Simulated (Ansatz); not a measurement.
## Supercells of random rock-salt alloy of CaS and PbS (64 atoms): plane waves and support functions

Wanted: cost and convergence against size for random rock-salt alloy of CaS and PbS (64 atoms).

Method: Kohn-Sham DFT, LDA, PAW (set soft_2), plane waves, in Ansatz 0.2.0.

## 1. Set-up

The cell holds 64 atoms: 20 Pb, 32 S and 12 Ca. Cell: a = 11.688 Å, b = 11.688 Å, c = 11.688 Å, α = 90.0°, β = 90.0°, γ = 90.0°. It derives from CaS and PbS. Rock-salt CaS, 2 x 2 x 2 conventional cells, 20 of 32 Ca sites given to Pb at random (x = 0.625), lattice by Vegard's rule (a = 5.844 Å); not relaxed, displaced by a Gaussian of 0.02 Å.

Limits known from the start: The host structure and its lattice constant were typed by rule, without a check against the phase diagram. No spin–orbit coupling is included, so levels derived from the heavy atoms are approximate.

## 2. Plane waves, typed cell on a dense mesh

The typed cell on a k-mesh is the yardstick: it samples like Γ on the cell repeated as often as the mesh has points along each axis. Its own convergence isn't tested.

input.yaml reads:

```yaml
crystal:
  lattice:
    - [11.6876, 0.0, 0.0]
    - [0.0, 11.6876, 0.0]
    - [0.0, 0.0, 11.6876]
  atoms:
    - { symbol: Pb, position: [0.00094, 0.0045, 0.00048] }
    - { symbol: S, position: [0.25056, 0.00284, 0.99926] }
    - { symbol: Pb, position: [0.99971, 0.25121, 0.24904] }
    - { symbol: S, position: [0.25227, 0.24834, 0.24745] }
    - { symbol: Ca, position: [0.24919, 0.999, 0.25238] }
    - { symbol: S, position: [0.99996, 0.99994, 0.24786] }
    - { symbol: Ca, position: [0.24807, 0.24857, 0.00026] }
    - { symbol: S, position: [0.00119, 0.2489, 0.00081] }
    - { symbol: Pb, position: [0.00225, 0.00012, 0.49936] }
    - { symbol: S, position: [0.24725, 0.99752, 0.4976] }
    - { symbol: Ca, position: [0.99842, 0.24934, 0.75013] }
    - { symbol: S, position: [0.24647, 0.24995, 0.74903] }
    - { symbol: Ca, position: [0.25041, 0.00163, 0.74653] }
    - { symbol: S, position: [0.99889, 0.99974, 0.74991] }
    - { symbol: Pb, position: [0.25169, 0.25071, 0.50043] }
    - { symbol: S, position: [0.00102, 0.25008, 0.5012] }
    - { symbol: Pb, position: [0.00041, 0.49689, 0.00128] }
    - { symbol: S, position: [0.24846, 0.50142, 0.99704] }
    - { symbol: Pb, position: [0.99693, 0.7482, 0.25051] }
    - { symbol: S, position: [0.25244, 0.74837, 0.25107] }
    - { symbol: Ca, position: [0.24896, 0.49909, 0.25161] }
    - { symbol: S, position: [0.00381, 0.49951, 0.25178] }
    - { symbol: Pb, position: [0.25042, 0.75162, 0.99925] }
    - { symbol: S, position: [0.99944, 0.75397, 0.00067] }
    - { symbol: Pb, position: [0.99781, 0.49968, 0.49698] }
    - { symbol: S, position: [0.25468, 0.49899, 0.50016] }
    - { symbol: Pb, position: [0.99895, 0.74961, 0.75227] }
    - { symbol: S, position: [0.24694, 0.75097, 0.74951] }
    - { symbol: Pb, position: [0.25064, 0.49865, 0.75006] }
    - { symbol: S, position: [0.99836, 0.49719, 0.7482] }
    - { symbol: Ca, position: [0.25008, 0.75085, 0.49928] }
    - { symbol: S, position: [0.9998, 0.75026, 0.50004] }
    - { symbol: Ca, position: [0.50172, 0.00123, 0.99954] }
    - { symbol: S, position: [0.74808, 0.9988, 0.99984] }
    - { symbol: Pb, position: [0.49902, 0.24825, 0.25105] }
    - { symbol: S, position: [0.74997, 0.25114, 0.24883] }
    - { symbol: Pb, position: [0.74792, 0.0006, 0.25096] }
    - { symbol: S, position: [0.50004, 0.001, 0.2482] }
    - { symbol: Pb, position: [0.74863, 0.2499, 0.00122] }
    - { symbol: S, position: [0.49839, 0.25107, 0.00209] }
    - { symbol: Ca, position: [0.50017, 0.99893, 0.49742] }
    - { symbol: S, position: [0.75147, 0.99788, 0.5009] }
    - { symbol: Pb, position: [0.49897, 0.24865, 0.75125] }
    - { symbol: S, position: [0.75258, 0.25096, 0.75197] }
    - { symbol: Pb, position: [0.74824, 0.0007, 0.75105] }
    - { symbol: S, position: [0.50029, 0.00047, 0.74829] }
    - { symbol: Ca, position: [0.74794, 0.25115, 0.49954] }
    - { symbol: S, position: [0.49788, 0.25044, 0.49882] }
    - { symbol: Ca, position: [0.50129, 0.49793, 0.99863] }
    - { symbol: S, position: [0.75092, 0.4999, 0.00086] }
    - { symbol: Pb, position: [0.5013, 0.75021, 0.25208] }
    - { symbol: S, position: [0.74852, 0.74965, 0.24862] }
    - { symbol: Pb, position: [0.74817, 0.49693, 0.24976] }
    - { symbol: S, position: [0.49622, 0.50331, 0.24816] }
    - { symbol: Ca, position: [0.7537, 0.74831, 0.00294] }
    - { symbol: S, position: [0.49887, 0.75057, 0.00214] }
    - { symbol: Pb, position: [0.49972, 0.50082, 0.50087] }
    - { symbol: S, position: [0.75201, 0.49924, 0.49937] }
    - { symbol: Ca, position: [0.50232, 0.7497, 0.74989] }
    - { symbol: S, position: [0.75099, 0.74826, 0.7494] }
    - { symbol: Pb, position: [0.75249, 0.49989, 0.74782] }
    - { symbol: S, position: [0.50093, 0.5006, 0.74791] }
    - { symbol: Pb, position: [0.74895, 0.75222, 0.49997] }
    - { symbol: S, position: [0.50123, 0.74735, 0.50004] }
kpoints:
  mp_grid: { grid: [3, 3, 3] }
hamiltonian:
  xc: lda
scf:
  occupations: { method: gaussian, width: 0.05 }
output:
  forces: true
  stress: true
  populations: true
  dos:
    method: { smearing: { sigma: 0.15 } }
    de: 0.1
    projected: { site_lists: { Ca: [Ca], Pb: [Pb], S: [S] } }
  eigenvalues: true
```

Launch:

```sh
$ ansatz run input.yaml --threads 5 --pin off --max-ram 81920MiB --backend cuda --events-out ev --progress --plain --runs-dir out
```

What it wrote:

```text
Engine: ansatz 0.2.0, x86_64-unknown-linux-gnu
Pseudopotentials: kind: paw
Pseudopotential: Pb, paw, valence charge 14, recommended cutoff 420 eV (normal), Pb.paw.azcp
Pseudopotential: S, paw, valence charge 6, recommended cutoff 420 eV (normal), S.paw.azcp
Pseudopotential: Ca, paw, valence charge 10, recommended cutoff 420 eV (normal), Ca.paw.azcp
[... 3 lines on functional and potentials left out ...]
device memory: the entry about to start is reckoned to put 28.5 GiB on a device that reports 61.6 GiB free
GPU FFT provider: cuFFT
GPU libraries: cuBLAS 13.8.2, cuFFT 12.4.0, cuSOLVER 12.3.4
Crystal: 64 atoms, lattice volume = 1596.526 Å³
Basis set: ecut = 420 eV, 31343 PW (Γ)
Bands: 360, of which v1, the nominal top of the filled ones, is band 296 counted from 1 (295 counted from 0)
Symmetry: 1 space group operations
Space group: P1 (ITA 1), of the structure as read, at distance tolerance 1.2e-4 Å
k-points: 14 of 27 (time reversal used)
[... 10 lines on functional and potentials left out ...]
Initial density: superposition of atomic densities (neutral atoms: chi_scale 0, normalization atom), corrected by the library's trained network
Initial wavefunctions: pseudopotential atomic-orbital guess
GPU buffer pool allocated for 512000 grid points (all kernels)
GPU transforms: local potential and band sums: pruned to the plane-wave sphere, on 80×80×80
Functional: x = slater, c = lda
SCF iter   1: F=—  HF=-281216.675163 eV  |F-HF|=—  |Δ(HF+E_count)|=         —  Δρ=5.96e-3  dr2=7.74e-1  ethr=1.77e-3  ⟨swp⟩=10.4  Hψ=26639  notcnv=0  defer=144
preconditioner: auto → Resta (q_TF=auto, 2.313 Å⁻¹)  ε∞=3.4  [insulator: Δε(μ)=1.042 eV  Ē_g=14.229 eV  σ=0.050 eV  W_gap=1.00  n_scr=340 (ndim 8)  ℏωp=22.1 eV  f_vac=0.000  D(μ)=0.00/eV (n_scr^D=0)  ε∞_Penn≈3.4]
SCF iter   2: F=—  HF=-281216.497702 eV  |F-HF|=—  |Δ(HF+E_count)|=   1.77e-1  Δρ=2.77e-3  dr2=9.93e-2  ethr=1.31e-4  ⟨swp⟩=2.0  Hψ=7012  notcnv=0  defer=468
SCF iter   3: F=—  HF=-281216.469136 eV  |F-HF|=—  |Δ(HF+E_count)|=   2.86e-2  Δρ=7.38e-4  dr2=8.08e-3  ethr=1.68e-5  ⟨swp⟩=3.0  Hψ=7702  notcnv=0  defer=468
SCF iter   4: F=—  HF=-281216.467866 eV  |F-HF|=—  |Δ(HF+E_count)|=   1.27e-3  Δρ=1.78e-4  dr2=7.17e-4  ethr=1.37e-6  ⟨swp⟩=2.0  Hψ=5637  notcnv=0  defer=468
SCF iter   5: F=—  HF=-281216.466994 eV  |F-HF|=—  |Δ(HF+E_count)|=   8.71e-4  Δρ=5.33e-5  dr2=8.45e-5  ethr=1.21e-7  ⟨swp⟩=2.0  Hψ=6044  notcnv=0  defer=468
SCF iter   6: F=—  HF=-281216.467294 eV  |F-HF|=—  |Δ(HF+E_count)|=   3.00e-4  Δρ=1.69e-5  dr2=4.26e-6  ethr=1.43e-8  ⟨swp⟩=2.0  Hψ=6110  notcnv=0  defer=468
SCF iter   7: F=—  HF=-281216.467295 eV  |F-HF|=—  |Δ(HF+E_count)|=   1.12e-6  Δρ=4.44e-6  dr2=7.01e-7  ethr=7.19e-10  ⟨swp⟩=2.0  Hψ=6230  notcnv=0  defer=468
SCF iter   8: F=-281216.467295 eV  HF=-281216.467295 eV  |F-HF|=2.21e-8  |Δ(HF+E_count)|=   1.96e-8  Δρ=1.39e-6  dr2=5.03e-8  ethr=1.69e-11  ⟨swp⟩=11.9  Hψ=30086  notcnv=0
SCF 1 converged in 8 iterations: F = -281216.467295 eV  dr2 = 5.03e-8
  greatest PAW one-centre occupation: 0.996 electrons in one spin orbital (limit 2), on the Ca atom at site 10 (counted from 0), in its partial waves of l = 0
SCF converged after 8 iterations
Free energy (F): -281216.467295 eV
Harris-Foulkes:  -281216.467295 eV  (|F-HF|=2.21e-8)
Internal energy: -281216.467295 eV  (E = F + TS)
E sigma→0 (E₀):  -281216.467295 eV
Fermi energy:    8.084629 eV
--- Per-component energies (eV) ---
  E_band       = -2855.748603
  E_kinetic    = 12513.746129
  E_local      = -35097.714072  (includes V_loc(G=0)·N_el)
  E_nonlocal   = 8823.921248
  E_hartree    = 13032.042683
  E_xc         = -9113.576798
  E_vxc        = -7550.552738  (∫ρ·V_xc dr)
  E_paw        = -229995.059991  (= ΣΔE_a)
  E_vpaw       = -7609.251581  (= ΣTr[D̂ρ^β])
  E_aug_tail   = 0.000889  (compensation charges beyond the density's cutoff)
  E_ewald      = -41386.573423
  E_core_change = 6.746038  (= ΣΔE_core)
  E_smearing   = -0.000000  (= −TS)
  E_closure    = -0.000000  (closes the sum)
  Σ components = -281216.467295   (vs F -281216.467295, Δ=0.00e0)
--- Forces (eV/Å), atoms counted from 1 ---
  atom   1  Pb     0.01536262    -0.22544512    -0.03860677
  atom   2  S      0.36810543     0.31862182    -0.00974950
  atom   3  Pb     0.07881671    -0.12107237     0.13408693
  atom   4  S     -0.11809055     0.03210371    -0.30132292
  atom   5  Ca    -0.04228883    -0.02116725    -0.17180022
  atom   6  S      0.39079933    -0.00347864     0.09759238
  atom   7  Ca     0.06090150     0.06818171    -0.01135620
  atom   8  S      0.33930982     0.15760797    -0.42345155
  atom   9  Pb    -0.10719402    -0.00687492     0.02229916
  atom  10  S      0.60840350    -0.29524431     0.06282285
  atom  11  Ca     0.01880051     0.01607836    -0.06293941
  atom  12  S     -0.22376175    -0.44283103     0.41951697
  atom  13  Ca    -0.10487903    -0.09788816     0.12567031
  atom  14  S      0.45230189     0.40144303    -0.04356500
[...]
atom  63  Pb     0.10254006    -0.07124044     0.03892537
  atom  64  S     -0.44467276     0.56106265     0.50634355
  max |Σ_I F_I| component: 7.97e-5 eV/Å
--- Stress (GPa, compression-positive) ---
       -2.230364       0.010850      -0.031937
        0.010850      -2.350625      -0.006927
       -0.031937      -0.006927      -2.321429
  P = ⅓ Tr σ = -2.3008 GPa (-23.008 kbar)
--- Band table (eV; the first three rows and the last of 14) ---
  k-point 0: bands = ["-32.7333", "-32.6952", "-32.6361", "-32.6329", [... 344 levels ...], "11.3396", "11.3568", "11.3651", "11.4083", "11.4291", "11.4489", "11.4680", "11.4995", "11.5144", "11.5534", "11.5799", "11.6028"]
[...]
--- Löwdin populations: 64 sites ---
  site symbol       q [e]
     0     Pb     13.5823
     1      S      6.9524
     2     Pb     13.5719
[...]
63      S      6.7990
  spilling = 0.008109 (of n_electrons = 592.000000)
```

Wall time 12 s (1 × NVIDIA H100 80GB HBM3 with 5 threads of AMD EPYC 7R13 (Zen 3), shared host); peak memory 2.2 GiB.

The column dr2 measures how far the density is from self-consistency, as an energy; F and HF (Harris–Foulkes) agree once it is small.

That memory is the host's; the program planned up to 28.5 GiB on the GPU.

Read from the output:

* free energy: -281216.4673 eV
* free energy per atom: -4394.0073 eV/atom
* SCF cycles: 8
* pressure: -2.301 GPa
* r.m.s. force component: 0.2447 eV/Å
* longest force: 0.8769 eV/Å
* Fermi energy: 8.085 eV
* gap (highest filled to lowest empty level): 1.091 eV
* spilling of the projection: 0.008109

The r.m.s. force component of 0.24 eV/Å sets the scale for the differences below.

## 3. Plane waves, 64 atoms

The typed cell is solved at Γ alone, the coarsest sampling of the series.

input.yaml, the sections that differ from step 2:

```yaml
kpoints:
  mp_grid: { grid: [1, 1, 1] }
output:
  forces: true
# crystal, hamiltonian, scf: as in step 2
```

It took 2.6 s on 1 × NVIDIA H100 80GB HBM3 with 5 threads; peak memory 1.1 GiB; 3.5 s of CPU time.

That memory is the host's; the program planned up to 4 GiB on the GPU.

It converged in 8 SCF cycles; the log is left out.

The energy lies 69.3 meV/atom above the dense-mesh reference.

## 4. Support functions, 64 atoms

The typed cell is solved at Γ alone, now in support functions.

This step: Kohn-Sham DFT, LDA, PAW (set soft_2), localised support functions (medium) (Ansatz 0.2.0).

input.yaml, as its differences from that of step 3:

```diff
@@ -13,2 +13,4 @@
   occupations: { method: gaussian, width: 0.05 }
+  eigensolver: { kind: { support_functions: { accuracy: medium } } }
+  max_iter: 150
 output:
```

Wall time 4.5 s (1 × NVIDIA H100 80GB HBM3 with 5 threads); peak memory 1.1 GiB; 9.3 s of CPU time.

That memory is the host's; the program planned up to 2.9 GiB on the GPU.

The program notes that the band table was not solved further than the SCF left it and it switched symmetry off.

It converged in 12 SCF cycles; the log is left out.

The energy lies 68.6 meV/atom above the dense-mesh reference, and 0.78 meV/atom below plane waves of the same size, an offset between the two bases that leaves the sampling error alike.

## 5. Plane waves, 512 atoms

The cell is repeated and solved at Γ in plane waves, whose cost grows towards the cube of the size.

This step: Kohn-Sham DFT, LDA, PAW (set soft_2), plane waves (Ansatz 0.2.0).

input.yaml, the sections that differ from step 4:

```yaml
crystal:
  lattice:
    - [11.6876, 0.0, 0.0]
    - [0.0, 11.6876, 0.0]
    - [0.0, 0.0, 11.6876]
  atoms:
    [... the 64 atom lines of step 2 ...]
  supercell: [2, 2, 2]
scf:
  occupations: { method: gaussian, width: 0.05 }
# kpoints, hamiltonian, output: as in step 4
```

Run time: 24 s. Hardware: 1 × NVIDIA H100 80GB HBM3 with 5 threads; peak memory 2.7 GiB; 35 s of CPU time.

That memory is the host's; the program planned up to 59.9 GiB on the GPU.

The program repeats the typed cell 2×2×2 times, 512 atoms in all; totals in the log are those of the whole repeated cell, and force differences are taken after averaging over the copies of each atom.

It converged in 7 SCF cycles; the log is left out.

The energy lies 7.31 meV/atom above the dense-mesh reference.

## 6. Support functions, 512 atoms

The repeated cell is solved at Γ in support functions.

This step: Kohn-Sham DFT, LDA, PAW (set soft_2), localised support functions (medium) (Ansatz 0.2.0).

input.yaml, as its differences from that of step 5:

```diff
@@ -14,2 +14,4 @@
   occupations: { method: gaussian, width: 0.05 }
+  eigensolver: { kind: { support_functions: { accuracy: medium } } }
+  max_iter: 150
 output:
```

The job ended after 18 s (1 × NVIDIA H100 80GB HBM3 with 5 threads; peak memory 2.7 GiB).

That memory is the host's; the program planned up to 15.1 GiB on the GPU.

The program repeats the typed cell 2×2×2 times, 512 atoms in all; totals in the log are those of the whole repeated cell, and force differences are taken after averaging over the copies of each atom.

It converged in 13 SCF cycles; the log is left out.

The energy lies 6.53 meV/atom above the dense-mesh reference, and 0.78 meV/atom below plane waves of the same size, an offset between the two bases that leaves the sampling error alike.

[end of part 1 of 2]

[Logs are printed without paths, hosts, clocks, repeated set-up lines and the standing remarks that a program may print on its own settings, such as how far it seeks lower states.]

[Hosts, paths, dates, database ids (printed as entryN), source tags and the programs' standing remarks are cut or masked in the printed files.]
